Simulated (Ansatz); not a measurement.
# Mg3Mn2Fe, from a guessed structure to a relaxed one

Starting from a made-up structure for Mg3Mn2Fe, the aim is the relaxed cell, its shortest contacts and, where a second run follows, its electronic structure.

Method: DFT, PBEsol, plane-wave PAW, files of the set soft_1, scalar-relativistic, ferromagnetic start, cell and ions relaxed at zero pressure; PAW set soft_1, in the first sound run; inputs show where later runs differ, in Ansatz 0.2.0.

In doubt: warnings of the run leave room for a lower electronic state, so energies may not be the lowest and differences between runs may mislead.

## Step 1: Set-up

Symmetry: P-62m, No. 189, hexagonal system. Conventional cell: a = 4.991 Å, b = 4.991 Å, c = 4.508 Å, α = 90.00°, β = 90.00°, γ = 120.00°. Nearest to Fe lie 6 Mg at 2.73 Å and 6 Mn at 2.88 Å. Nearest to Mn lie 6 Mg at 2.84 Å and 3 Mn at 2.88 Å and 3 Fe at 2.88 Å. Nearest to Mg lie 6 Mg at 2.68 to 2.99 Å and 2 Fe at 2.73 Å and 4 Mn at 2.84 Å. Farther neighbours are not listed.

## Step 2: Relaxing cell and atoms

The guessed cell has no reason to be at equilibrium. It is relaxed with the atoms, within the space group of the guess.

File input.yaml:

```yaml
crystal:
  lattice:
    - [4.991, 0.0, 0.0]
    - [-2.4955, 4.32233279, 0.0]
    - [0.0, 0.0, 4.508]
  atoms:
    - { symbol: Fe, position: [0.0, 0.0, 0.5], spin: 3.0 }
    - { symbol: Mn, position: [0.333333333, 0.666666667, 0.5], spin: 4.0 }
    - { symbol: Mn, position: [0.666666667, 0.333333333, 0.5], spin: 4.0 }
    - { symbol: Mg, position: [0.0, 0.3095, 0.0] }
    - { symbol: Mg, position: [0.6905, 0.6905, 0.0] }
    - { symbol: Mg, position: [0.3095, 0.0, 0.0] }
magnetization:
  spin_polarized: true
kpoints:
  mp_grid: { grid: [6, 6, 6] }
scf:
  occupations: { method: fermi_dirac, width: 0.05 }
hamiltonian:
  xc: pbesol
  pseudopotentials: { kind: paw, azcp: { folder: soft_1 }, xc_functional: pbe }
relax:
  f_tol: 0.015
  max_steps: 70
  cell: {}
output:
  forces: true
  stress: true
```

On the command line:

```bash
ansatz run input.yaml --threads 4 --pin off --max-ram 10240MiB --backend cpu --events-out ev --progress --plain --runs-dir out
```

Numbers of over 12 decimals in the logs are rounded to 6 here.

Log:

```text
Engine: ansatz 0.2.0, x86_64-unknown-linux-gnu
Pseudopotentials: kind: paw
Pseudopotential: Fe, paw, valence charge 16, recommended cutoff 420 eV (normal), soft_1/Fe.paw.azcp
Pseudopotential: Mn, paw, valence charge 15, recommended cutoff 420 eV (normal), soft_1/Mn.paw.azcp
Pseudopotential: Mg, paw, valence charge 10, recommended cutoff 420 eV (normal), soft_1/Mg.paw.azcp
Functional definition: PBEsol
  exchange = pbesol_x
  correlation = pbesol_c
Crystal: 6 atoms, lattice volume = 97.250 Å³
Basis set: ecut = 420 eV, 1941 PW (Γ), exchange–correlation on 72×72×64 points (8 copies of the dense FFT grid, shifted against one another)
Bands: 53, of which v1, the nominal top of the filled ones, is band 38 counted from 1 (37 counted from 0)
Symmetry: 12 space group operations
Space group: P-62m (ITA 189), of the structure as read, at distance tolerance 4.6e-5 Å
Magnetic group: BNS 189.221 (UNI 1451), of the structure as read, at distance tolerance 4.6e-5 Å
k-points: 28 of 216 (time reversal used)
Non-local potential: Fe, projectors of the file, l = 0: 3, l = 1: 2, l = 2: 3, l = 3: 1
Non-local potential: Mn, projectors of the file, l = 0: 3, l = 1: 2, l = 2: 3, l = 3: 1
Non-local potential: Mg, projectors of the file, l = 0: 3, l = 1: 2, l = 2: 1
PAW form: soft (Blöchl's): semilocal exchange-correlation on the pseudo side does not see the compensation charge
PAW frozen core: Fe, regenerated for the run's functional, and the local potential with it (the file was generated under x = pbe(κ = 0.804, μ = 0.219515), c = pbe(β = 0.066725))
PAW frozen core: Mn, regenerated for the run's functional, and the local potential with it (the file was generated under x = pbe(κ = 0.804, μ = 0.219515), c = pbe(β = 0.066725))
PAW frozen core: Mg, regenerated for the run's functional, and the local potential with it (the file was generated under x = pbe(κ = 0.804, μ = 0.219515), c = pbe(β = 0.066725))
PAW one-centre angular grid: Fe, 590 points (default); XC on 64 Gauss nodes
PAW one-centre angular grid: Mn, 590 points (default); XC on 64 Gauss nodes
PAW one-centre angular grid: Mg, 110 points (default); XC on 64 Gauss nodes
Initial density: superposition of atomic densities (chi_scale 0.1, normalization cell)
Starting moments: Σ|m| = 11 μB on 3 of 6 sites
Initial wavefunctions: pseudopotential atomic-orbital guess
Functional: x = pbesol(κ = 0.804, μ = 0.123457), c = pbesol(β = 0.046)
iter 1 solved again at ethr=2.05e-3 eV; its pass at ethr=3.10e-3 eV (dr2=1.56e0 eV) is discarded
SCF iter   1: F=—  HF=-17918.609253 eV  |F-HF|=—  |Δ(HF+E_count)|=         —  Δρ=1.85e-2 (↑1.66e-2 ↓1.85e-2)  dr2=1.56e0  dr2_m=1.05e-1  M=9.740 μB ∫|m|=10.342 μB  β_m=0.30  ethr=2.05e-3  ⟨swp⟩=1.3  Hψ=14431  notcnv=0
Mixer restart at iter 1: flushing history
preconditioner: auto → Kerker (q_TF=auto, 2.618 Å⁻¹)  [metal: Δε(μ)=0.007 eV  Ē_g=6.444 eV  σ=0.050 eV  W_gap=0.03  n_scr=26 (ndim 8)  ℏωp=19.9 eV  f_vac=0.000  D(μ)=6.11/eV (n_scr^D=70)]
spin=Collinear: Kerker preconditioning applied to the charge; magnetization (m = ρ↑ − ρ↓) channel mixes plain (no charge-response kernel on spin).
SCF iter   2: F=—  HF=-17918.790350 eV  |F-HF|=—  |Δ(HF+E_count)|=   1.81e-1  Δρ=1.69e-2 (↑1.02e-2 ↓1.69e-2)  dr2=1.44e0  dr2_m=6.90e-2  M=9.555 μB ∫|m|=10.272 μB  β_m=0.65  ethr=2.05e-3  ⟨swp⟩=2.0  Hψ=3512  notcnv=0  defer=1
SCF iter   3: F=—  HF=-17919.439614 eV  |F-HF|=—  |Δ(HF+E_count)|=   6.49e-1  Δρ=1.59e-2 (↑7.43e-3 ↓1.59e-2)  dr2=1.14e0  dr2_m=5.20e-2  M=9.268 μB ∫|m|=10.113 μB  β_m=0.34  ethr=1.90e-3  ⟨swp⟩=2.1  Hψ=3787  notcnv=0  defer=22
SCF iter   4: F=—  HF=-17919.584368 eV  |F-HF|=—  |Δ(HF+E_count)|=   1.45e-1  Δρ=8.35e-3 (↑6.24e-3 ↓8.35e-3)  dr2=4.01e-1  dr2_m=2.32e-2  M=9.210 μB ∫|m|=9.988 μB  β_m=0.64  ethr=1.50e-3  ⟨swp⟩=2.0  Hψ=3954  notcnv=0  defer=269
SCF iter   5: F=—  HF=-17919.447367 eV  |F-HF|=—  |Δ(HF+E_count)|=   1.37e-1  Δρ=7.57e-3 (↑7.57e-3 ↓4.48e-3)  dr2=9.75e-2  dr2_m=5.34e-3  M=9.002 μB ∫|m|=9.760 μB  β_m=0.59  ethr=5.28e-4  ⟨swp⟩=2.9  Hψ=4607  notcnv=0  defer=270
SCF iter   6: F=—  HF=-17919.500875 eV  |F-HF|=—  |Δ(HF+E_count)|=         —  Δρ=4.24e-3 (↑4.24e-3 ↓2.72e-3)  dr2=3.15e-2  dr2_m=1.86e-3  M=9.035 μB ∫|m|=9.775 μB  β_m=0.59  ethr=1.28e-4  ⟨swp⟩=2.2  Hψ=4481  notcnv=0  defer=256
Mixer restart at iter 6: flushing history
SCF iter   7: F=—  HF=-17919.526669 eV  |F-HF|=—  |Δ(HF+E_count)|=   2.58e-2  Δρ=1.70e-3 (↑8.83e-4 ↓1.70e-3)  dr2=3.56e-3  dr2_m=1.03e-3  M=9.087 μB ∫|m|=9.815 μB  β_m=0.66  ethr=4.15e-5  ⟨swp⟩=2.0  Hψ=5368  notcnv=0  defer=256
SCF iter   8: F=—  HF=-17919.528353 eV  |F-HF|=—  |Δ(HF+E_count)|=   1.68e-3  Δρ=1.52e-3 (↑1.40e-3 ↓1.52e-3)  dr2=9.94e-3  dr2_m=5.48e-5  M=9.086 μB ∫|m|=9.810 μB  β_m=0.78  ethr=4.68e-6  ⟨swp⟩=2.0  Hψ=5275  notcnv=0  defer=256
SCF iter   9: F=—  HF=-17919.528195 eV  |F-HF|=—  |Δ(HF+E_count)|=   1.58e-4  Δρ=1.15e-3 (↑1.15e-3 ↓7.57e-4)  dr2=2.30e-3  dr2_m=5.48e-5  M=9.113 μB ∫|m|=9.830 μB  β_m=0.74  ethr=4.68e-6  ⟨swp⟩=2.0  Hψ=5667  notcnv=0  defer=256
SCF iter  10: F=—  HF=-17919.528586 eV  |F-HF|=—  |Δ(HF+E_count)|=   3.91e-4  Δρ=8.04e-4 (↑8.04e-4 ↓2.92e-4)  dr2=6.05e-4  dr2_m=9.07e-5  M=9.112 μB ∫|m|=9.830 μB  β_m=0.67  ethr=3.02e-6  ⟨swp⟩=2.0  Hψ=5270  notcnv=0  defer=256
SCF iter  11: F=—  HF=-17919.528698 eV  |F-HF|=—  |Δ(HF+E_count)|=   1.12e-4  Δρ=2.17e-4 (↑1.32e-4 ↓2.17e-4)  dr2=5.44e-5  dr2_m=1.50e-5  M=9.105 μB ∫|m|=9.823 μB  β_m=0.83  ethr=7.97e-7  ⟨swp⟩=2.0  Hψ=4626  notcnv=0  defer=256
SCF iter  12: F=—  HF=-17919.528699 eV  |F-HF|=—  |Δ(HF+E_count)|=   1.16e-6  Δρ=4.75e-5 (↑1.82e-5 ↓4.75e-5)  dr2=1.91e-6  dr2_m=4.91e-7  M=9.105 μB ∫|m|=9.821 μB  β_m=0.92  ethr=7.15e-8  ⟨swp⟩=2.0  Hψ=3774  notcnv=0  defer=254
SCF iter  13: F=—  HF=-17922.056896 eV  |F-HF|=—  |Δ(HF+E_count)|=         —  Δρ=1.44e-1 (↑1.44e-1 ↓1.35e-1)  dr2=1.37e-1  dr2_m=1.72e1  M=5.408 μB ∫|m|=8.761 μB  β_m=1.00  ethr=2.52e-9  ⟨swp⟩=2.0  Hψ=5150  notcnv=0  defer=254
Mixer restart at iter 13: flushing history
SCF iter  14: F=—  HF=-17919.600272 eV  |F-HF|=—  |Δ(HF+E_count)|=    2.46e0  Δρ=3.83e-2 (↑1.83e-2 ↓3.83e-2)  dr2=3.54e-1  dr2_m=7.06e-1  M=5.136 μB ∫|m|=9.588 μB  β_m=0.92  ethr=6.58e-5  ⟨swp⟩=3.0  Hψ=6549  notcnv=0  defer=254
SCF iter  15: F=—  HF=-17919.633386 eV  |F-HF|=—  |Δ(HF+E_count)|=   3.31e-2  Δρ=2.96e-2 (↑2.96e-2 ↓1.26e-2)  dr2=1.35e0  dr2_m=8.07e-2  M=4.866 μB ∫|m|=9.723 μB  β_m=0.86  ethr=6.58e-5  ⟨swp⟩=3.2  Hψ=7038  notcnv=0  defer=247
[...]
relax step   5: F+E_penalty+E_count = -17919.70409062 eV  Δ(F+E_penalty+E_count) = -3.806e-4 eV  max|allowed force component| = 3.972e-3 eV/Å  Δτ_max = 0.0014 Å  P = -0.042 GPa  Ω = 93.397 Å³  energy of the carried Pulay correction = +1.941e-3 eV  (8 SCF iters, dr2 threshold 3.42e-7 eV, accepted)
[...]
relax step   6: F+E_penalty+E_count = -17919.70413156 eV  Δ(F+E_penalty+E_count) = -4.094e-5 eV  max|allowed force component| = 3.839e-5 eV/Å  Δτ_max = 0.0004 Å  P = -0.001 GPa  Ω = 93.338 Å³  energy of the carried Pulay correction = +1.971e-3 eV  (9 SCF iters, dr2 threshold 7.44e-9 eV, accepted)
Initial wavefunctions: pseudopotential atomic-orbital guess (no wavefunctions were taken with the density)
iter 1 solved again at ethr=1.06e-8 eV; its pass at ethr=3.10e-3 eV (dr2=8.09e-6 eV) is discarded
SCF iter   1: F=—  HF=-17919.702020 eV  |F-HF|=—  |Δ(HF+E_count)|=         —  Δρ=8.50e-5 (↑7.56e-5 ↓8.50e-5)  dr2=9.11e-6  dr2_m=8.58e-7  M=8.462 μB ∫|m|=9.252 μB  β_m=0.65  ethr=1.06e-8  ⟨swp⟩=4.3  Hψ=20823  notcnv=0
SCF iter   2: F=—  HF=-17919.702042 eV  |F-HF|=—  |Δ(HF+E_count)|=   2.23e-5  Δρ=7.00e-5 (↑7.00e-5 ↓2.84e-5)  dr2=7.44e-6  dr2_m=7.05e-7  M=8.463 μB ∫|m|=9.253 μB  β_m=0.39  ethr=1.06e-8  ⟨swp⟩=2.0  Hψ=4994  notcnv=0
SCF iter   3: F=—  HF=-17919.702043 eV  |F-HF|=—  |Δ(HF+E_count)|=   9.68e-7  Δρ=2.68e-5 (↑2.47e-5 ↓2.68e-5)  dr2=4.73e-7  dr2_m=8.12e-8  M=8.463 μB ∫|m|=9.252 μB  β_m=0.43  ethr=9.79e-9  ⟨swp⟩=2.0  Hψ=4993  notcnv=0
SCF iter   4: F=—  HF=-17919.702046 eV  |F-HF|=—  |Δ(HF+E_count)|=   3.20e-6  Δρ=8.27e-6 (↑8.17e-6 ↓8.27e-6)  dr2=7.25e-8  dr2_m=8.81e-9  M=8.463 μB ∫|m|=9.252 μB  β_m=0.47  ethr=6.23e-10  ⟨swp⟩=2.1  Hψ=3480  notcnv=0
SCF iter   5: F=—  HF=-17919.702047 eV  |F-HF|=—  |Δ(HF+E_count)|=   7.58e-7  Δρ=6.76e-6 (↑5.81e-6 ↓6.76e-6)  dr2=8.12e-8  dr2_m=1.32e-8  M=8.463 μB ∫|m|=9.252 μB  β_m=0.73  ethr=9.54e-11  ⟨swp⟩=2.0  Hψ=4856  notcnv=0
SCF iter   6: F=—  HF=-17919.702048 eV  |F-HF|=—  |Δ(HF+E_count)|=   6.78e-7  Δρ=6.00e-6 (↑5.25e-6 ↓6.00e-6)  dr2=3.33e-8  dr2_m=2.32e-8  M=8.463 μB ∫|m|=9.252 μB  β_m=0.82  ethr=9.54e-11  ⟨swp⟩=2.0  Hψ=5156  notcnv=0
SCF iter   7: F=—  HF=-17919.702048 eV  |F-HF|=—  |Δ(HF+E_count)|=   1.83e-7  Δρ=7.22e-6 (↑7.22e-6 ↓2.57e-6)  dr2=2.11e-8  dr2_m=1.88e-8  M=8.463 μB ∫|m|=9.252 μB  β_m=0.91  ethr=4.39e-11  ⟨swp⟩=2.1  Hψ=5159  notcnv=0
SCF iter   8: F=—  HF=-17919.702048 eV  |F-HF|=—  |Δ(HF+E_count)|=   2.88e-9  Δρ=1.92e-6 (↑1.92e-6 ↓8.80e-7)  dr2=8.17e-9  dr2_m=3.54e-10  M=8.463 μB ∫|m|=9.252 μB  β_m=0.95  ethr=2.78e-11  ⟨swp⟩=2.0  Hψ=5071  notcnv=0
SCF iter   9: F=—  HF=-17919.702048 eV  |F-HF|=—  |Δ(HF+E_count)|=   4.39e-9  Δρ=4.02e-7 (↑4.02e-7 ↓2.90e-7)  dr2=4.88e-11  dr2_m=9.39e-11  M=8.463 μB ∫|m|=9.252 μB  β_m=0.98  ethr=1.07e-11  ⟨swp⟩=2.0  Hψ=4782  notcnv=0
SCF iter  10: F=—  HF=-17919.702047 eV  |F-HF|=—  |Δ(HF+E_count)|=   7.73e-7  Δρ=3.71e-7 (↑3.71e-7 ↓3.02e-7)  dr2=1.70e-10  dr2_m=4.43e-11  M=8.463 μB ∫|m|=9.252 μB  β_m=0.98  ethr=1.00e-12  ⟨swp⟩=2.5  Hψ=5136  notcnv=0
SCF iter  11: F=—  HF=-17919.702047 eV  |F-HF|=—  |Δ(HF+E_count)|=  2.18e-11  Δρ=2.51e-7 (↑2.51e-7 ↓1.50e-7)  dr2=1.35e-10  dr2_m=5.29e-12  M=8.463 μB ∫|m|=9.252 μB  β_m=0.89  ethr=1.00e-12  ⟨swp⟩=2.1  Hψ=4793  notcnv=0
SCF iter  12: F=—  HF=-17919.702047 eV  |F-HF|=—  |Δ(HF+E_count)|=  5.09e-11  Δρ=8.73e-8 (↑4.96e-8 ↓8.73e-8)  dr2=1.77e-11  dr2_m=1.76e-12  M=8.463 μB ∫|m|=9.252 μB  β_m=0.70  ethr=1.00e-12  ⟨swp⟩=2.0  Hψ=3416  notcnv=0
SCF iter  13: F=-17919.702047 eV  HF=-17919.702047 eV  |F-HF|=0.00e0  |Δ(HF+E_count)|=  3.64e-12  Δρ=5.28e-8 (↑2.38e-8 ↓5.28e-8)  dr2=5.85e-12  dr2_m=2.26e-13  M=8.463 μB ∫|m|=9.252 μB  ethr=1.00e-12  ⟨swp⟩=2.1  Hψ=8299  notcnv=0
SCF 7 converged in 13 iterations: F = -17919.702047 eV  dr2 = 5.85e-12
relax step   7: F+E_penalty+E_count = -17919.70204732 eV  Δ(F+E_penalty+E_count) = +2.084e-3 eV  max|allowed force component| = 3.324e-5 eV/Å  Δτ_max = 0.0000 Å  P = -0.003 GPa  Ω = 93.338 Å³  stress off target by 3.61e-3 GPa  SCF on the basis re-selected at this cell (its energy is not comparable with the rows above)  (13 SCF iters)
basis re-selected at this cell: Δ(F+E_penalty+E_count) = +2.084e-3 eV, ΔP = -0.002 GPa vs the last step (what re-selecting the basis moved, of the pressure what is left beyond the Pulay correction that the steps carried, after the strain that the cell walked since its last selection, with what the two solves' SCF thresholds leave and, on support functions, any second-order correction that the steps lacked; it is no m [...]
WARN: an SCF from ferrimagnetic starting moments (3.00, -4.00, 4.00, 0.00, 0.00, 0.00 Bohr magnetons, atom by atom) was not made, by what the run has read of turns of its moments that order reads lower: the deck asks for what bars it, or types moments that do (magnetization.spin_polarized, in the input reference, names some of the keys), or the run goes by scf.lower_state_search: light, the default, which as a rule tries one only behind a close that has lost an order of both signs, or on which an open d or half-filled 4f shell of a PAW file has lost a moment that was set nearer to Hund's than to what is left; [rest of the remark cut]
SCF converged after 13 iterations
Magnetization: 8.4625 μB (42.2313 up, 33.7687 down)
Absolute magnetization: 9.2518 μB (∫|ρ↑−ρ↓|, with the PAW one-centre terms)
Spin contamination: 0.3657 ħ² per cell (⟨S²⟩ above its minimum at these occupations)
Per-site moments (μB) at R_I (Å): [(2.173071, 1.150485), (3.236739, 1.154892), (3.236739, 1.154892), (-0.059234, 1.135825), (-0.059234, 1.135825), (-0.059234, 1.135825)]
Free energy (F): -17919.702047 eV
Harris-Foulkes:  -17919.702047 eV  (|F-HF|=0.00e0)
Internal energy: -17919.659740 eV  (E = F + TS)
E sigma→0 (E₀):  -17919.680894 eV
Entropy (-TS):   -0.042307 eV (-7.051 meV/atom)
Fermi energy:    10.838732 eV
--- Per-component energies (eV) ---
  E_band       = -1800.973973
  E_kinetic    = 1172.488854
  E_local      = -11935.455496  (includes V_loc(G=0)·N_el)
  E_nonlocal   = 1805.117231
  E_hartree    = 4411.850814
  E_xc         = -402.826211
  E_vxc        = -518.692087  (∫ρ·V_xc dr)
  E_paw        = -4816.373633  (= ΣΔE_a)
  E_vpaw       = -1148.132848  (= ΣTr[D̂ρ^β])
  E_aug_tail   = -0.001316  (compensation charges beyond the density's cutoff)
  E_ewald      = -8155.155075
  E_core_change = 0.695090  (= ΣΔE_core)
  E_smearing   = -0.042307  (= −TS)
  E_closure    = 0.000000  (closes the sum)
  Σ components = -17919.702047   (vs F -17919.702047, Δ=0.00e0)
--- Forces (eV/Å), atoms counted from 1 ---
  atom   1  Fe     0.00000000     0.00000000     0.00000000
  atom   2  Mn    -0.00000000    -0.00000000     0.00000000
  atom   3  Mn    -0.00000000     0.00000000     0.00000000
  atom   4  Mg     0.00001662    -0.00002879     0.00000000
  atom   5  Mg     0.00001662     0.00002879     0.00000000
  atom   6  Mg    -0.00003324     0.00000000     0.00000000
  max |Σ_I F_I| component: 8.46e-17 eV/Å
--- Stress (GPa, compression-positive) ---
       -0.003607       0.000000       0.000000
        0.000000      -0.003607       0.000000
        0.000000       0.000000      -0.002045
  P = ⅓ Tr σ = -0.0031 GPa (-0.031 kbar)
--- Relaxed structure (6 steps of the walk, 6 accepted, 1 SCFs on fresh bases) ---
  F+E_penalty+E_count = -17919.70204732 eV   max|allowed force component| = 3.324e-5 eV/Å   (the final SCF, on the basis selected at the relaxed cell)
  cell:  # Å, volume = 93.3384 Å³
    - [4.849290, 0, 0.0]
    - [-2.424645, 4.199608, 0.0]
    - [0.0, 0.0, 4.583248]
  atoms:
    - { symbol: Fe, position: [3.152602650973869e-19, -1.9857950823257861e-19, 0.500000] }
    - { symbol: Mn, position: [0.333333, 0.666667, 0.500000] }
    - { symbol: Mn, position: [0.666667, 0.333333, 0.500000] }
    - { symbol: Mg, position: [-2.7755575615628914e-17, 0.327830, 0.0] }
    - { symbol: Mg, position: [0.672170, 0.672170, 0.0] }
    - { symbol: Mg, position: [0.327830, -1.9857950823257847e-19, 0.0] }
```

It took 33 s on 4 threads of AMD EPYC 9R45, shared host; peak memory 0.68 GiB; 89 s of CPU time.

The steps of the relaxation:

| step | energy less that of the first step (eV) | largest force component (eV/Å) | pressure (GPa) | volume (Å³) |
| --- | --- | --- | --- | --- |
| 1 | 0.0000 | 0.8417 | -1.00 | 97.25 |
| 2 | -0.1707 | 0.1355 | 0.48 | 92.62 |
| 3 | -0.1746 | 0.0027 | -0.25 | 93.72 |
| 4 | -0.1750 | 0.0106 | -0.20 | 93.63 |
| 5 | -0.1754 | 0.0040 | -0.04 | 93.40 |
| 6 | -0.1754 | 0.0000 | 0.00 | 93.34 |
| 7* | -0.1733 | 0.0000 | 0.00 | 93.34 |

Relaxation steps marked * repeat the geometry before them on a plane-wave basis chosen anew for their cell, so energy and pressure can jump there.

The run keeps the 12 symmetry operations that it works with, so distortions that break them were not tested.

| conventional cell, symmetrised | before | after | change |
| --- | --- | --- | --- |
| a (Å) | 4.991 | 4.849 | -2.8 % |
| b (Å) | 4.991 | 4.849 | -2.8 % |
| c (Å) | 4.508 | 4.583 | +1.7 % |
| volume (Å³/atom) | 16.21 | 15.56 | -4.0 % |

The atoms that moved most (Å, as changes of fractional coordinates times the final cell):

| atom | dx | dy | dz | length |
| --- | --- | --- | --- | --- |
| Mg5 | -0.044 | -0.077 | 0.000 | 0.089 |
| Mg6 | 0.089 | 0.000 | 0.000 | 0.089 |
| Mg4 | -0.044 | 0.077 | 0.000 | 0.089 |

This step gave:

- free energy: -17919.7020 eV
- energy at zero smearing: -17919.6809 eV
- smearing term TS: 0.04231 eV
- Fermi energy: 10.84 eV
- magnetization: 8.463 μB
- absolute magnetization: 9.252 μB
- site moments: 2.173, 3.237, 3.237, -0.05923, -0.05923, -0.05923 μB
- electrons: 76
- symmetry operations: 12
- pressure: -0.003087 GPa

Site moment by atom:

| atom | site moment (μB) |
| --- | --- |
| Fe1 | 2.17 |
| Mn2 | 3.24 |
| Mn3 | 3.24 |
| Mg4 | -0.06 |
| Mg5 | -0.06 |
| Mg6 | -0.06 |

Shortest distances by pair of elements, guess and relaxed (not always the same contact):

| pair | guess (Å) | relaxed (Å) |
| --- | --- | --- |
| Mg–Mg | 2.676 | 2.754 |
| Fe–Mg | 2.733 | 2.789 |
| Fe–Mn | 2.882 | 2.800 |
| Mn–Mn | 2.882 | 2.800 |
| Mg–Mn | 2.839 | 2.812 |

The relaxation ends with a largest force component of 3.3e-5 eV/Å and a pressure of 0.00 GPa.

[end of part 1 of 2]

[Logs are printed without paths, hosts, clocks, repeated set-up lines and the standing remarks that a program may print on its own settings, such as how far it seeks lower states.]

[Hosts, paths, dates, database ids (printed as entryN), source tags and the programs' standing remarks are cut or masked in the printed files.]
